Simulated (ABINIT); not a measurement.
# SnO2 (Cassiterite): G0W0 with ABINIT, start to end

Aim: the G0W0 gap of SnO2 (Cassiterite) on PBE, step by step.

Method: PBE and many-body steps on it, plane waves, in ABINIT 10.8.3.

**What was measured.**

- Gap 3.6 eV: experimental gap quoted from earlier work; bulk crystal (quoted in “Study on the Photocatalytic Properties of Flower-Shaped SnO2”, 2022, pmc:9565917).

## Step 1: The starting structure

It takes space group P4_2/mnm (No. 136, tetragonal). Conventional cell: a = 4.738 Å, b = 4.738 Å, c = 3.187 Å, α = 90.00°, β = 90.00°, γ = 90.00°. Sn has 6 O at 2.05 to 2.06 Å nearest. Nearest to O lie 3 Sn at 2.05 to 2.06 Å. Farther neighbours and most contacts between anions are not listed.

The cell and positions come from the Crystallography Open Database and are kept as given unless a step says otherwise.

## Step 2: Ground state

This step: ABINIT 10.8.3; DFT, PBE, plane waves, norm-conserving pseudopotentials.

The ground-state density comes first.

run.abi reads:

```
acell 3*1.0 Angstrom
rprim 
  4.738000000000 0.000000000000 0.000000000000
  0.000000000000 4.738000000000 0.000000000000
  0.000000000000 0.000000000000 3.186500000000
ntypat 2
znucl 50 8
natom 6
typat 1 1 2 2 2 2
xred 
  0.000000000000 0.000000000000 0.000000000000
  0.500000000000 0.500000000000 0.500000000000
  0.307100000000 0.307100000000 0.000000000000
  0.192900000000 0.807100000000 0.500000000000
  0.692900000000 0.692900000000 0.000000000000
  0.807100000000 0.192900000000 0.500000000000
pp_dirpath "pseudos"
pseudos "Sn.upf, O.upf"
ecut 42
ngkpt 4 4 6
nshiftk 1
shiftk 0 0 0
kptopt 1
chksymbreak 0
nband 41
occopt 1
tolvrs 1e-10
nstep 60
prtwf 0
indata_prefix "in"
outdata_prefix "out"
tmpdata_prefix "tmp"
```

On the command line:

```bash
$ OMP_NUM_THREADS=1 mpirun -n 4 abinit run.abi > log
```

Numbers of over 12 decimals in the logs are rounded to 6 here.

Output:

```text
.Version 10.8.3 of ABINIT. v10.8.2 released Aug 2026.

 Symmetries : space group P4_2/m n m (#136); Bravais tP (primitive tetrag.)
================================================================================
 Values of the parameters that define the memory need of the present run
     intxc =       0    ionmov =       0      iscf =       7    lmnmax =       6
     lnmax =       6     mgfft =      54  mpssoang =       3    mqgrid =    3001
     natom =       6  nloc_mem =       1    nspden =       1   nspinor =       1
    nsppol =       1      nsym =      16    n1xccc =    2501    ntypat =       2
    occopt =       1   xclevel =       2
-    mband =          41        mffmem =           1         mkmem =           6
       mpw =        6296          nfft =      104976          nkpt =          24
================================================================================
  Rough estimation (10% accuracy) of disk space for files :
================================================================================

--------------------------------------------------------------------------------
------------- Echo of variables that govern the present computation ------------
--------------------------------------------------------------------------------
 -outvars: echo values of preprocessed input variables --------
            acell      1.8897261259E+00  1.8897261259E+00  1.8897261259E+00 Bohr

      chksymbreak           0
             ecut      4.20000000E+01 Hartree
-          fftalg         312

              ixc     -101130
              kpt      0.00000000E+00  0.00000000E+00  0.00000000E+00
                       2.50000000E-01  0.00000000E+00  0.00000000E+00
                       5.00000000E-01  0.00000000E+00  0.00000000E+00
                       2.50000000E-01  2.50000000E-01  0.00000000E+00
                       5.00000000E-01  2.50000000E-01  0.00000000E+00
                       5.00000000E-01  5.00000000E-01  0.00000000E+00
                       0.00000000E+00  0.00000000E+00  1.66666667E-01
                       2.50000000E-01  0.00000000E+00  1.66666667E-01
                       5.00000000E-01  0.00000000E+00  1.66666667E-01
   [... 13 further rows ...]
                       5.00000000E-01  2.50000000E-01  5.00000000E-01
                       5.00000000E-01  5.00000000E-01  5.00000000E-01
         kptrlatt        4    0    0      0    4    0      0    0    6
          kptrlen      3.58140895E+01
P           mkmem           6
            natom           6
            nband          41
            ngfft          54      54      36
             nkpt          24
            nstep          60
             nsym          16
           ntypat           2
              occ      2.000000  2.000000  2.000000  2.000000  2.000000  2.000000
                       2.000000  2.000000  2.000000  2.000000  2.000000  2.000000
                       2.000000  2.000000  2.000000  2.000000  2.000000  2.000000
                       2.000000  2.000000  2.000000  2.000000  2.000000  2.000000
                       2.000000  2.000000  2.000000  2.000000  2.000000  2.000000
                       2.000000  2.000000  2.000000  2.000000  0.000000  0.000000
                       0.000000  0.000000  0.000000  0.000000  0.000000
            prtwf           0
            rprim      4.7380000000E+00  0.0000000000E+00  0.0000000000E+00
[...]
spgroup         136

           tolvrs      1.00000000E-10

             xred      0.0000000000E+00  0.0000000000E+00  0.0000000000E+00
[...]
znucl       50.00000    8.00000

================================================================================

 chkinp: Checking input parameters for consistency.

================================================================================
== DATASET  1 ==================================================================
-   mpi_nproc: 4, omp_nthreads: 1 (-1 if OMP is not activated)

--- !DatasetInfo
iteration_state: {dtset: 1, }
dimensions: {natom: 6, nkpt: 24, mband: 41, nsppol: 1, nspinor: 1, nspden: 1, mpw: 6296, }
cutoff_energies: {ecut:  42.0, pawecutdg:  -1.0, }
electrons: {nelect:   6.80000000E+01, charge:   0.00000000E+00, occopt:   1.00000000E+00, tsmear:   1.00000000E-02, }

 Real(R)+Recip(G) space primitive vectors, cartesian coordinates (Bohr,Bohr^-1):
 R(1)=  8.9535224  0.0000000  0.0000000  G(1)=  0.1116879  0.0000000  0.0000000
 R(2)=  0.0000000  8.9535224  0.0000000  G(2)=  0.0000000  0.1116879  0.0000000
 R(3)=  0.0000000  0.0000000  6.0216123  G(3)=  0.0000000  0.0000000  0.1660685
 Unit cell volume ucvol=  4.8272594E+02 bohr^3
 Angles (23,13,12)=  9.00000000E+01  9.00000000E+01  9.00000000E+01 degrees

 getcut: wavevector=  0.0000  0.0000  0.0000  ngfft=  54  54  36
         ecut(hartree)=     42.000   => boxcut(ratio)=   2.04927

--- Pseudopotential description ------------------------------------------------
- Sn Generated using ONCVPSP code by D. R. Hamann
- 50.00000  22.00000  171031                  znucl, zion, pspdat
12 -101130 2 -1 1628                          pspcod,pspxc,lmax,lloc,mmax
     nproj     2     2     2
  pspatm : epsatm=   27.31087254
         --- l  ekb(1:nproj) -->
[...]
pspatm: atomic psp has been read  and splines computed

[...]
ETOT  9  -509.49586500302    -7.344E-11 3.204E-04 3.678E-08
 ETOT 10  -509.49586500302     2.046E-12 2.448E-04 1.148E-09
 ETOT 11  -509.49586500304    -1.739E-11 2.319E-04 6.780E-11

 At SCF step   11       vres2   =  6.78E-11 < tolvrs=  1.00E-10 =>converged.

 Cartesian components of stress tensor (hartree/bohr^3)
  sigma(1 1)= -2.46207557E-04  sigma(3 2)=  0.00000000E+00
  sigma(2 2)= -2.46207557E-04  sigma(3 1)=  0.00000000E+00
  sigma(3 3)= -3.51754412E-04  sigma(2 1)=  0.00000000E+00

--- !ResultsGS
iteration_state: {dtset: 1, }
comment   : Summary of ground state results
lattice_vectors:
- [  8.9535224,   0.0000000,   0.0000000, ]
- [  0.0000000,   8.9535224,   0.0000000, ]
- [  0.0000000,   0.0000000,   6.0216123, ]
lattice_lengths: [   8.95352,    8.95352,    6.02161, ]
lattice_angles: [ 90.000,  90.000,  90.000, ] # degrees, (23, 13, 12)
lattice_volume:   4.8272594E+02
convergence: {deltae: -1.739E-11, res2:  6.780E-11, residm:  2.319E-04, diffor: null, }
etotal    :  -5.09495865E+02
entropy   :   0.00000000E+00
fermie    :   2.49058631E-01
cartesian_stress_tensor: # hartree/bohr^3
- [ -2.46207557E-04,   0.00000000E+00,   0.00000000E+00, ]
- [  0.00000000E+00,  -2.46207557E-04,   0.00000000E+00, ]
- [  0.00000000E+00,   0.00000000E+00,  -3.51754412E-04, ]
pressure_GPa:   8.2788E+00
xred      :
- [  0.0000E+00,   0.0000E+00,   0.0000E+00, Sn]
- [  5.0000E-01,   5.0000E-01,   5.0000E-01, Sn]
- [  3.0710E-01,   3.0710E-01,   0.0000E+00,  O]
- [  1.9290E-01,   8.0710E-01,   5.0000E-01,  O]
- [  6.9290E-01,   6.9290E-01,   0.0000E+00,  O]
- [  8.0710E-01,   1.9290E-01,   5.0000E-01,  O]
cartesian_forces: # hartree/bohr
- [ -0.00000000E+00,  -0.00000000E+00,  -0.00000000E+00, ]
- [ -0.00000000E+00,  -0.00000000E+00,  -0.00000000E+00, ]
- [ -3.66420007E-03,  -3.66420007E-03,  -0.00000000E+00, ]
- [  3.66420007E-03,  -3.66420007E-03,  -0.00000000E+00, ]
- [  3.66420007E-03,   3.66420007E-03,  -0.00000000E+00, ]
- [ -3.66420007E-03,   3.66420007E-03,  -0.00000000E+00, ]
force_length_stats: {min:   0.00000000E+00, max:   5.18196143E-03, mean:   3.45464095E-03, }

 Integrated electronic density in atomic spheres:
 ------------------------------------------------
 Atom  Sphere_radius  Integrated_density
[...]
================================================================================

 ----iterations are completed or convergence reached----

 Mean square residual over all n,k,spin=   67.387E-08; max=  23.190E-05
 reduced coordinates (array xred) for    6 atoms
[...]
0.500000000000      0.500000000000      0.500000000000
       0.307100000000      0.307100000000      0.000000000000
       0.192900000000      0.807100000000      0.500000000000
       0.692900000000      0.692900000000      0.000000000000
       0.807100000000      0.192900000000      0.500000000000
 rms dE/dt=  2.1872E-02; max dE/dt=  3.2807E-02; dE/dt below (all hartree)
    1       0.000000000000      0.000000000000      0.000000000000
    2       0.000000000000      0.000000000000      0.000000000000
    3       0.032807497336      0.032807497336      0.000000000000
    4      -0.032807497336      0.032807497336      0.000000000000
    5      -0.032807497336     -0.032807497336      0.000000000000
    6       0.032807497336     -0.032807497336      0.000000000000

 cartesian coordinates (angstrom) at end:
    1      0.000000     0.000000     0.000000
    2      2.369000     2.369000     1.593250
    3      1.455040     1.455040     0.000000
    4      0.913960     3.824040     1.593250
[...]
cartesian forces (hartree/bohr) at end:
[...]
frms,max,avg= 2.4428000E-03 3.6642001E-03   0.000E+00  0.000E+00  0.000E+00 h/b

 cartesian forces (eV/Angstrom) at end:
[...]
2     -0.000000    -0.000000    -0.000000
    3     -0.188421    -0.188421    -0.000000
    4      0.188421    -0.188421    -0.000000
    5      0.188421     0.188421    -0.000000
    6     -0.188421     0.188421    -0.000000
 frms,max,avg= 1.2561383E-01 1.8842074E-01   0.000E+00  0.000E+00  0.000E+00 e/A
 length scales=  1.889726125908  1.889726125908  1.889726125908 bohr
              =  1.000000000000  1.000000000000  1.000000000000 angstroms
 prteigrs : about to open file out_EIG
 Fermi (or HOMO) energy (hartree) =   0.24906   Average Vxc (hartree)=  -0.42434
 Eigenvalues (hartree) for nkpt=  24  k points:
 kpt#   1, nband= 41, wtk=  0.01042, kpt=  0.0000  0.0000  0.0000 (reduced coord)
  -4.45122   -4.45122   -2.82797   -2.82797   -2.82638   -2.82638   -2.82622   -2.82621
  -0.52850   -0.50088   -0.49067   -0.48981   -0.48981   -0.48655   -0.48526   -0.48206
  -0.48100   -0.48100   -0.44591   -0.37776   -0.37776   -0.31287   -0.04845    0.10009
   0.10009    0.10339    0.13529    0.17389    0.17716    0.20329    0.20329    0.22098
   0.22098    0.24906    0.29623    0.47480    0.48381    0.48381    0.63508    0.64049
   0.69479
 prteigrs : prtvol=0 or 1, do not print more k-points.

--- !EnergyTerms
iteration_state     : {dtset: 1, }
comment             : Components of total free energy in Hartree
kinetic             :  2.00434493865869E+02
hartree             :  1.58895150068854E+02
xc                  : -7.12084152046974E+01
Ewald energy        : -2.98339747503783E+02
psp_core            :  1.11710042103051E+01
local_psp           : -4.87139504680366E+02
non_local_psp       : -2.33088457592174E+01
total_energy        : -5.09495865003036E+02
total_energy_eV     : -1.38640887733278E+04
band_energy         : -6.12362511477276E+01

 Cartesian components of stress tensor (hartree/bohr^3)
  sigma(1 1)= -2.46207557E-04  sigma(3 2)=  0.00000000E+00
  sigma(2 2)= -2.46207557E-04  sigma(3 1)=  0.00000000E+00
  sigma(3 3)= -3.51754412E-04  sigma(2 1)=  0.00000000E+00

-Cartesian components of stress tensor (GPa)         [Pressure=  8.2788E+00 GPa]
- sigma(1 1)= -7.24367642E+00  sigma(3 2)=  0.00000000E+00
- sigma(2 2)= -7.24367642E+00  sigma(3 1)=  0.00000000E+00
- sigma(3 3)= -1.03489721E+01  sigma(2 1)=  0.00000000E+00

== END DATASET(S) ==============================================================
================================================================================

 -outvars: echo values of variables after computation  --------
           etotal     -5.0949586500E+02
            nband          41
             nkpt          24
          spgroup         136
 [... the other variables as echoed above ...]

 Calculation completed.
```

The job ended after 74 s (4 MPI ranks of Arm Neoverse V1, shared host; peak memory 0.41 GiB).

This step gave:

- total energy: -13864.0888 eV
- gap: 1.284 eV
- k of the valence top: 0, 0, 0
- k of the conduction bottom: 0, 0, 0
- least direct gap: 1.284 eV
- pressure: 8.279 GPa

The gap is direct, at Γ.

The cutoff was set for levels, not for stress, so the pressure can be off by some GPa.

## Step 3: Empty states on the mesh, 4×4×4 mesh, 75 bands

The sums over transitions need many empty states on a uniform mesh; this step solves for them.

Edit run.abi of step 2 so:

```diff
@@ -19,3 +19,3 @@
 ecut 42
-ngkpt 4 4 6
+ngkpt 4 4 4
 nshiftk 1
@@ -24,7 +24,10 @@
 chksymbreak 0
-nband 41
-occopt 1
-tolvrs 1e-10
+iscf -2
+irdden 1
+istwfk *1
+nband 75
+nbdbuf 6
+tolwfr 1e-09
 nstep 60
-prtwf 0
+prtvol 0
 indata_prefix "in"
```

Output:

```text
.Version 10.8.3 of ABINIT. v10.8.2 released Aug 2026.

 Symmetries : space group P4_2/m n m (#136); Bravais tP (primitive tetrag.)
[... echo of the input left out ...]
== DATASET  1 ==================================================================
-   mpi_nproc: 4, omp_nthreads: 1 (-1 if OMP is not activated)

--- !DatasetInfo
iteration_state: {dtset: 1, }
dimensions: {natom: 6, nkpt: 18, mband: 75, nsppol: 1, nspinor: 1, nspden: 1, mpw: 6312, }
cutoff_energies: {ecut:  42.0, pawecutdg:  -1.0, }
electrons: {nelect:   6.80000000E+01, charge:   0.00000000E+00, occopt:   1.00000000E+00, tsmear:   1.00000000E-02, }

 Real(R)+Recip(G) space primitive vectors, cartesian coordinates (Bohr,Bohr^-1):
 R(1)=  8.9535224  0.0000000  0.0000000  G(1)=  0.1116879  0.0000000  0.0000000
 R(2)=  0.0000000  8.9535224  0.0000000  G(2)=  0.0000000  0.1116879  0.0000000
 R(3)=  0.0000000  0.0000000  6.0216123  G(3)=  0.0000000  0.0000000  0.1660685
 Unit cell volume ucvol=  4.8272594E+02 bohr^3
 Angles (23,13,12)=  9.00000000E+01  9.00000000E+01  9.00000000E+01 degrees

 getcut: wavevector=  0.0000  0.0000  0.0000  ngfft=  54  54  36
         ecut(hartree)=     42.000   => boxcut(ratio)=   2.04927

--- Pseudopotential description ------------------------------------------------
- Sn Generated using ONCVPSP code by D. R. Hamann
- 50.00000  22.00000  171031                  znucl, zion, pspdat
12 -101130 2 -1 1628                          pspcod,pspxc,lmax,lloc,mmax
     nproj     2     2     2
  pspatm : epsatm=   27.31087254
         --- l  ekb(1:nproj) -->
             0    9.701792   -0.671203
             1    4.046855   -0.266328
             2   -2.346641   -0.600143
 pspatm: atomic psp has been read  and splines computed

- O Generated using ONCVPSP code by D. R. Hamann
-  8.00000   6.00000  171031                  znucl, zion, pspdat
12 -101130 2 -1 936                           pspcod,pspxc,lmax,lloc,mmax
     nproj     2     2     1
  pspatm : epsatm=    6.17005460
         --- l  ekb(1:nproj) -->
[...]
2   -1.331955
 pspatm: atomic psp has been read  and splines computed

--------------------------------------------------------------------------------

================================================================================
 prteigrs : about to open file out_EIG
 Non-SCF case, kpt    1 (  0.00000  0.00000  0.00000), residuals and eigenvalues=
  2.94E-10  3.85E-10  3.52E-10  8.27E-10  1.88E-10  3.03E-10  1.71E-10  1.71E-10
  1.81E-10  5.65E-10  1.07E-10  4.58E-10  5.59E-10  1.10E-10  7.77E-10  5.72E-10
  1.14E-10  6.51E-10  6.28E-10  2.07E-10  6.74E-10  8.67E-10  2.04E-10  1.21E-10
[...]
-4.4512E+00 -4.4512E+00 -2.8280E+00 -2.8280E+00 -2.8264E+00 -2.8264E+00
 -2.8262E+00 -2.8262E+00 -5.2850E-01 -5.0088E-01 -4.9067E-01 -4.8981E-01
 -4.8981E-01 -4.8655E-01 -4.8526E-01 -4.8206E-01 -4.8100E-01 -4.8100E-01
[...]
1.2553E+00  1.2553E+00  1.2594E+00  1.2900E+00  1.3615E+00  1.3615E+00
  1.3882E+00  1.4115E+00  1.4132E+00  1.4745E+00  1.4926E+00  1.4926E+00
[...]
prteigrs : prtvol=0 or 1, do not print more k-points.

--- !ResultsGS
iteration_state: {dtset: 1, }
comment   : Summary of ground state results
lattice_vectors:
- [  8.9535224,   0.0000000,   0.0000000, ]
- [  0.0000000,   8.9535224,   0.0000000, ]
- [  0.0000000,   0.0000000,   6.0216123, ]
lattice_lengths: [   8.95352,    8.95352,    6.02161, ]
lattice_angles: [ 90.000,  90.000,  90.000, ] # degrees, (23, 13, 12)
lattice_volume:   4.8272594E+02
convergence: {deltae:  0.000E+00, res2:  0.000E+00, residm:  9.987E-10, diffor:  0.000E+00, }
etotal    :  -5.09495865E+02
entropy   :   0.00000000E+00
fermie    :   2.49058631E-01
cartesian_stress_tensor: null
pressure_GPa: null
xred      :
- [  0.0000E+00,   0.0000E+00,   0.0000E+00, Sn]
- [  5.0000E-01,   5.0000E-01,   5.0000E-01, Sn]
- [  3.0710E-01,   3.0710E-01,   0.0000E+00,  O]
- [  1.9290E-01,   8.0710E-01,   5.0000E-01,  O]
- [  6.9290E-01,   6.9290E-01,   0.0000E+00,  O]
- [  8.0710E-01,   1.9290E-01,   5.0000E-01,  O]
cartesian_forces: null
force_length_stats: {min: null, max: null, mean: null, }

 Integrated electronic density in atomic spheres:
 ------------------------------------------------
 Atom  Sphere_radius  Integrated_density
[...]
================================================================================

 ----iterations are completed or convergence reached----

 Mean square residual over all n,k,spin=   45.686E-11; max=  99.867E-11
 reduced coordinates (array xred) for    6 atoms
[...]
0.807100000000      0.192900000000      0.500000000000

 cartesian coordinates (angstrom) at end:
    1      0.000000     0.000000     0.000000
    2      2.369000     2.369000     1.593250
    3      1.455040     1.455040     0.000000
    4      0.913960     3.824040     1.593250
    5      3.282960     3.282960     0.000000
    6      3.824040     0.913960     1.593250
 length scales=  1.889726125908  1.889726125908  1.889726125908 bohr
              =  1.000000000000  1.000000000000  1.000000000000 angstroms
 prteigrs : about to open file out_EIG
 Eigenvalues (hartree) for nkpt=  18  k points:
 kpt#   1, nband= 75, wtk=  0.01563, kpt=  0.0000  0.0000  0.0000 (reduced coord)
[...]
1.09149    1.12377    1.22145    1.22145    1.25530    1.25530    1.25938    1.28996
   1.36149    1.36149    1.38817    1.41151    1.41315    1.47453    1.49257    1.49258
   1.52015    1.52447    1.52590
 prteigrs : prtvol=0 or 1, do not print more k-points.

== END DATASET(S) ==============================================================
================================================================================

 -outvars: echo values of variables after computation  --------
            nband          75
             nkpt          18
          spgroup         136
 [... the other variables as echoed above ...]

 Calculation completed.
```

Wall time 67 s (4 MPI ranks); peak memory 0.41 GiB; 4.5 min of CPU time.

This step gave:

```
gap                                                           : 1.284 eV
k of the valence top                                          : 0, 0, 0
k of the conduction bottom                                    : 0, 0, 0
least direct gap                                              : 1.284 eV
k points computed                                             : 18
lowest point of the top converged band, above the valence top : 31.21 eV
```

On this mesh the gap is 1.284 eV.

(Part 1 of 2 ends here.)

[Paths, hosts, dates, memory and timing lines, banners, echoed tables and standing remarks are left out of the program output.]

[Logs are printed without paths, hosts, clocks, repeated set-up lines and the standing remarks that a program may print on its own settings, such as how far it seeks lower states.]

[Runs of the session that timed out or met a known fault of the program may be left out.]

[Hosts, paths, dates, database ids (printed as entryN), source tags and the programs' standing remarks are cut or masked in the printed files.]

[G0W0 gaps are taken among the corrected bands and points alone; a level outside them can change the order at an edge.]

[Where Ansatz stands beside ABINIT at settings called matched, ABINIT's density can come from a denser mesh and the files from another edition; pairs whose starting gaps differed by over 0.03 eV were left out, so agreement reads better than it is.]
